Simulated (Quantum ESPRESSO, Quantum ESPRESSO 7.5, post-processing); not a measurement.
## Cr(110), 5 layers: parallel layout and speed

Aim: which layout of ranks, pools and threads brings Cr(110), 5 layers to self-consistency fastest, and whether the result stays the same.

Main program and level: Quantum ESPRESSO 7.5; plane-wave DFT, PBE, SG15 norm-conserving pseudopotentials.

Report form: the programs' logs are mostly left out.

**1. The starting structure**

The cell holds 5 atoms: 5 Cr. Its edges and angles: a = 2.494 Å, b = 2.494 Å, c = 24.146 Å, α = 90.0°, β = 90.0°, γ = 70.5°. It derives from Cr. Vacuum lies along c.

This run has no spin polarisation, although Cr can carry a moment. A spin-polarised state was not tried and may lie lower.

**2. SCF with pw.x: 4 ranks, 4 pools, 1 thread a rank**

The first run is the reference of the series.

File c0.in:

```
&control
  prefix = 'c0'
  outdir = './out'
  pseudo_dir = './pseudo'
  calculation = 'scf'
  tprnfor = .true.
/
&system
  ibrav = 0
  nat = 5
  ntyp = 1
  ecutwfc = 60
  ecutrho = 240
  occupations = 'smearing'
  smearing = 'mv'
  degauss = 0.02
  assume_isolated = 'esm'
  esm_bc = 'bc1'
/
&electrons
  conv_thr = 1e-07
  mixing_beta = 0.4
  electron_maxstep = 120
  mixing_mode = 'local-TF'
/
ATOMIC_SPECIES
  Cr  51.9961  Cr_ONCV_PBE-1.2.upf
CELL_PARAMETERS angstrom
  2.03646752981726 -1.44000000000000 0.00000000000000
  2.03646752981726 1.44000000000000 0.00000000000000
  0.00000000000000 0.00000000000000 24.14587011926903
ATOMIC_POSITIONS crystal
  Cr  0.000000000000 0.000000000000 -0.168680401225
  Cr  0.500000000000 0.500000000000 -0.084340200612
  Cr  0.000000000000 0.000000000000 0.000000000000
  Cr  0.500000000000 0.500000000000 0.084340200612
  Cr  0.000000000000 0.000000000000 0.168680401225
K_POINTS automatic
  12 12 1 0 0 0
```

On the command line:

```console
$ OMP_NUM_THREADS=1 mpirun -n 4 pw.x -nk 4 -in c0.in > c0.out
```

Elapsed: 7.4 min, on 4 MPI ranks of Arm Neoverse V1, shared host; peak memory 0.6 GiB; 29 min of CPU time.

Read from the output:

| Quantity | Value |
| --- | --- |
| free energy | -11396.2300 eV |
| Fermi energy | -4.888 eV |
| vacuum line at the lower end of the cell, over the Fermi level | 4.888 eV |
| vacuum line at the upper end of the cell, over the Fermi level | 4.888 eV |

The potential energy, planar mean oscillates, so the rows of the table below give means over windows of 2.03 Å about each position, cut where the curve ends. Its maxima inside the range that stand out by 2 % of the span (Å: eV): -3.0: -2.02, -1.0: -2.09, 1.0: -2.09, 3.0: -2.02. Its minima: -4.1: -13.6, -2.0: -14.0, 0.0: -13.9, 2.0: -14.0, 4.1: -13.6.

Electrostatic potential energy of an electron; zero at the Fermi level. Table of potential energy, planar mean by z; means over each step:

z (Å), potential energy, planar mean (eV) and a bar from the least value:
```
   -11.00        4.9 ##############################
    -8.97        4.9 ##############################
    -6.95        4.8 ##############################
    -4.92       -3.6 ##########
    -2.89       -7.7 
    -0.86       -7.8 
     1.17       -7.8 
     3.20       -7.7 
     5.23       -0.8 ################
     7.26        4.8 ##############################
     9.29        4.9 ##############################
    11.32        4.9 ##############################
```

The program's own clock; routines nest. Time by routine:

```
     routine  wall time (s)   calls
       PWSCF          441.1       1
   electrons          438.2       1
     c_bands          404.1      32
     cegterg          342.5     397
       h_psi            244    5345
        fftw          197.6  167176
    vloc_psi            196    5345
  add_vuspsi          23.83    5345
      calbec          23.72    5389
h_psi:calbec          23.26    5345
    sum_band           21.1      32
     mix_rho          11.26      32
     cdiaghg            9.7    5323
        ffts           6.63    3351
```

The vacuum levels are read from the outermost 0.7 Å of the cell on either side.

The run needed 32 iterations to bring the estimated error under 1e-07 Ry; the largest force on any atom, held or free, is 0.73 eV/Å.

Inside the slab this potential holds the local part of the pseudopotentials, which can be repulsive at the nuclei; only its value in the vacuum has a meaning of its own.

**3. Self-consistent run: 4 ranks, 2 pools, 1 thread a rank**

c1.in, as its differences from the input of step 2:

```diff
@@ -1,3 +1,3 @@
 &control
-  prefix = 'c0'
+  prefix = 'c1'
   outdir = './out'
```

On the command line:

```console
$ OMP_NUM_THREADS=1 mpirun -n 4 pw.x -nk 2 -in c1.in > c1.out
```

The job ended after 5.8 min (4 MPI ranks; peak memory 0.49 GiB; 23 min of CPU time).

The program's own clock; routines nest. Time by routine:

```
     routine  wall time (s)   calls
       PWSCF            348       1
   electrons          345.1       1
     c_bands          324.9      24
     cegterg          295.9     591
       h_psi          207.1    8480
        fftw          168.8  270818
    vloc_psi          167.9    8480
      calbec          19.65    8568
  add_vuspsi          19.19    8480
h_psi:calbec          19.18    8480
    sum_band          15.71      24
     cdiaghg          15.58    8436
     mix_rho           3.76      24
        ffts           2.14    2359
```

Counted from each run's own zero (the Fermi level), the vacuum level differs from the first run's by -1 meV.

**4. SCF with pw.x: 4 ranks, 1 pool, 1 thread a rank**

c2.in, as its differences from the input of step 3:

```diff
@@ -1,3 +1,3 @@
 &control
-  prefix = 'c1'
+  prefix = 'c2'
   outdir = './out'
```

On the command line:

```console
$ OMP_NUM_THREADS=1 mpirun -n 4 pw.x -nk 1 -in c2.in > c2.out
```

It took 5.7 min on 4 MPI ranks; peak memory 0.45 GiB; 23 min of CPU time.

The program's own clock; routines nest. Time by routine:

```
     routine  wall time (s)   calls
       PWSCF          342.6       1
   electrons          339.6       1
     c_bands          318.8      28
     cegterg          314.6    1319
       h_psi          210.2   17627
        fftw          173.3  546242
    vloc_psi          170.5   17627
     cdiaghg          31.88   17541
      calbec          20.24   17799
h_psi:calbec          19.81   17627
  add_vuspsi          19.07   17627
    sum_band          18.18      28
     mix_rho           2.31      28
    init_run           2.15       1
```

Counted from each run's own zero (the Fermi level), the vacuum level differs from the first run's by -0 meV.

**5. Ground state: 2 ranks, 2 pools, 2 threads a rank**

c3.in, as its differences from the input of step 4:

```diff
@@ -1,3 +1,3 @@
 &control
-  prefix = 'c2'
+  prefix = 'c3'
   outdir = './out'
```

On the command line:

```console
$ OMP_NUM_THREADS=2 mpirun -n 2 pw.x -nk 2 -in c3.in > c3.out
```

It took 21 min on 2 MPI ranks; peak memory 0.42 GiB; 54 min of CPU time.

Read from the output:

| Item | Value |
| --- | --- |
| Fermi energy | -4.887 eV |
| vacuum line at the lower end of the cell, over the Fermi level | 4.887 eV |
| vacuum line at the upper end of the cell, over the Fermi level | 4.887 eV |

The program's own clock; routines nest. Time by routine:

```
     routine  wall time (s)   calls
       PWSCF           1244       1
   electrons           1236       1
     c_bands           1119      27
     cegterg           1035     664
        fftw          965.5  293432
       h_psi          936.8    9176
    vloc_psi          891.5    9176
    sum_band          110.9      27
  add_vuspsi           22.4    9176
      calbec          22.36    9264
h_psi:calbec          21.89    9176
     cdiaghg           17.6    9132
    init_run            7.1       1
     wfcinit            6.9       1
```

Counted from each run's own zero (the Fermi level), the vacuum level differs from the first run's by -1 meV.

**6. Self-consistent run: 2 ranks, 1 pool, 2 threads a rank**

c4.in, as its differences from the input of step 5:

```diff
@@ -1,3 +1,3 @@
 &control
-  prefix = 'c3'
+  prefix = 'c4'
   outdir = './out'
```

On the command line:

```console
$ OMP_NUM_THREADS=2 mpirun -n 2 pw.x -nk 1 -in c4.in > c4.out
```

Run time: 8.6 min. Hardware: 2 MPI ranks; peak memory 0.38 GiB; 27 min of CPU time.

This step gave:

| Property | Result |
| --- | --- |
| Fermi energy | -4.888 eV |
| vacuum line at the lower end of the cell, over the Fermi level | 4.888 eV |
| vacuum line at the upper end of the cell, over the Fermi level | 4.888 eV |

The program's own clock; routines nest. Time by routine:

```
     routine  wall time (s)   calls
       PWSCF          514.5       1
   electrons          510.8       1
     c_bands          466.4      39
     cegterg            455    1797
       h_psi          334.9   17498
    vloc_psi          285.9   17498
        fftw          278.7  631774
    sum_band          38.02      39
     cdiaghg          33.04   17412
      calbec          24.61   17670
h_psi:calbec          24.14   17498
  add_vuspsi          23.62   17498
     mix_rho           5.42      39
   init_us_2           4.19    3440
```

Counted from each run's own zero (the Fermi level), the vacuum level differs from the first run's by -1 meV.

**7. Self-consistent run: 1 rank, 1 pool, 4 threads a rank**

c5.in, as its differences from the input of step 6:

```diff
@@ -1,3 +1,3 @@
 &control
-  prefix = 'c4'
+  prefix = 'c5'
   outdir = './out'
```

On the command line:

```console
$ OMP_NUM_THREADS=4 pw.x -nk 1 -in c5.in > c5.out
```

The job ended after 53 min (1 MPI rank; peak memory 0.33 GiB).

Read from the output:

| Property | Result |
| --- | --- |
| Fermi energy | -4.890 eV |
| vacuum line at the lower end of the cell, over the Fermi level | 4.890 eV |
| vacuum line at the upper end of the cell, over the Fermi level | 4.890 eV |

The program's own clock; routines nest. Time by routine:

```
     routine  wall time (s)   calls
       PWSCF           3165       1
   electrons           3141       1
        fftw           2882  564504
     c_bands           2748      30
     cegterg           2731    1389
       h_psi           2623   17866
    vloc_psi           2573   17866
    sum_band          387.6      30
     cdiaghg          35.31   17780
      calbec          25.38   18038
h_psi:calbec          24.91   17866
  add_vuspsi          23.54   17866
    init_run          22.48       1
     wfcinit          22.24       1
```

Counted from each run's own zero (the Fermi level), the vacuum level differs from the first run's by +2 meV.

**8. SCF with pw.x: 2 ranks, 2 pools, 1 thread a rank**

c6.in, as its differences from the input of step 7:

```diff
@@ -1,3 +1,3 @@
 &control
-  prefix = 'c5'
+  prefix = 'c6'
   outdir = './out'
```

On the command line:

```console
$ OMP_NUM_THREADS=1 mpirun -n 2 pw.x -nk 2 -in c6.in > c6.out
```

The job ended after 12 min (2 MPI ranks; peak memory 0.42 GiB; 23 min of CPU time).

Numbers from this step:

- Fermi energy: -4.881 eV
- vacuum line at the lower end of the cell, over the Fermi level: 4.881 eV
- vacuum line at the upper end of the cell, over the Fermi level: 4.881 eV

The program's own clock; routines nest. Time by routine:

```
     routine  wall time (s)   calls
       PWSCF          701.2       1
   electrons          696.1       1
     c_bands            651      28
     cegterg          598.4     685
       h_psi          423.7    9486
        fftw          342.8  302050
    vloc_psi          339.3    9486
  add_vuspsi          42.02    9486
      calbec          41.94    9574
h_psi:calbec             41    9486
    sum_band           34.9      28
     cdiaghg          17.24    9442
     mix_rho           8.69      28
        ffts           5.19    2693
```

Counted from each run's own zero (the Fermi level), the vacuum level differs from the first run's by -7 meV.

**9. SCF with pw.x: 1 rank, 1 pool, 1 thread a rank**

c7.in, as its differences from the input of step 8:

```diff
@@ -1,3 +1,3 @@
 &control
-  prefix = 'c6'
+  prefix = 'c7'
   outdir = './out'
```

On the command line:

```console
$ OMP_NUM_THREADS=1 pw.x -nk 1 -in c7.in > c7.out
```

The job ended after 21 min (1 MPI rank; peak memory 0.33 GiB).

This step gave:

- Fermi energy: -4.889 eV
- vacuum line at the lower end of the cell, over the Fermi level: 4.889 eV
- vacuum line at the upper end of the cell, over the Fermi level: 4.889 eV

The program's own clock; routines nest. Time by routine:

```
     routine  wall time (s)   calls
       PWSCF           1230       1
   electrons           1220       1
     c_bands           1134      31
     cegterg           1116    1439
       h_psi          795.2   18128
        fftw            650  574912
    vloc_psi          636.1   18128
  add_vuspsi          79.27   18128
      calbec          79.03   18300
h_psi:calbec           77.2   18128
    sum_band          74.29      31
     cdiaghg           32.6   18042
     mix_rho          10.76      31
    init_run            7.4       1
```

Counted from each run's own zero (the Fermi level), the vacuum level differs from the first run's by +0 meV.

**10. The series side by side**

All levels:

```
                             level  vacuum level over the Fermi level (eV)  its change from the first (meV)  energy from the first (meV an atom)  SCF iterations  wall time (s)  peak memory (GiB)  CPU time (s)
 4 ranks, 4 pools, 1 thread a rank                                   4.888                                0                                    0              32          441.6                0.6          1766
 4 ranks, 2 pools, 1 thread a rank                                   4.888                             -0.7                              5.44e-5              24          348.5               0.49          1394
  4 ranks, 1 pool, 1 thread a rank                                   4.888                             -0.2                              5.44e-5              28          343.1               0.45          1372
2 ranks, 2 pools, 2 threads a rank                                   4.887                             -1.4                              3.54e-4              27           1244               0.42          3236
 2 ranks, 1 pool, 2 threads a rank                                   4.888                             -0.7                              5.44e-5              39          515.1               0.38          1603
  1 rank, 1 pool, 4 threads a rank                                    4.89                              1.7                              2.99e-4              30           3165               0.33          5900
 2 ranks, 2 pools, 1 thread a rank                                   4.881                             -6.9                              3.54e-4              28          701.8               0.42          1403
   1 rank, 1 pool, 1 thread a rank                                   4.889                              0.4                              2.18e-4              31           1231               0.33          1230
```

**11. Worked from the printed numbers**

Efficiency = (t₁ n₁)/(t₂ n₂) an iteration = (1230.5/31 × 1) / (343.1/28 × 4) = 0.81.

**12. Results**

```json
{"fastest": "4 ranks, 1 pool, 1 thread a rank: 5.7 min, 28 iterations", "slowest that converged": "1 rank, 1 pool, 4 threads a rank: 53 min, 30 iterations", "largest change of the vacuum level": "7 meV"}
```

What this shows: The fastest choice is 4 ranks, 1 pool, 1 thread a rank: 5.7 min, 28 iterations. From 1 to 4 cores the time an iteration falls from 40 to 12 s, a parallel efficiency of 81 % by this measure and of 90 % in wall time; iterations differ in number and cost. On all 4 cores the layouts span 12 s (4 ranks, 1 pool, 1 thread a rank) to 106 s an iteration (1 rank, 1 pool, 4 threads a rank), and 0.33 to 0.6 GiB. Some layouts with several threads a rank ran hardly faster than one core, or slower; the cause (binding, or neighbours on the host) was not examined. The vacuum level differs by up to 9 meV between layouts, the slack that the SCF threshold leaves. Iteration counts run from 24 to 39 with the layout alone. The times come from a shared host and are rough. Peak memory is sampled during the run and can miss the peak. The geometry is as built, not relaxed.

[Logs are printed without paths, hosts, clocks, repeated set-up lines and the standing remarks that a program may print on its own settings, such as how far it seeks lower states.]

[Hosts, paths, dates, database ids (printed as entryN), source tags and the programs' standing remarks are cut or masked in the printed files.]

[Maps of the electrostatic potential energy from Ansatz leave out the sawtooth potential of an applied field or a dipole correction, so their vacuum need not be flat; planar profiles and work functions include it.]
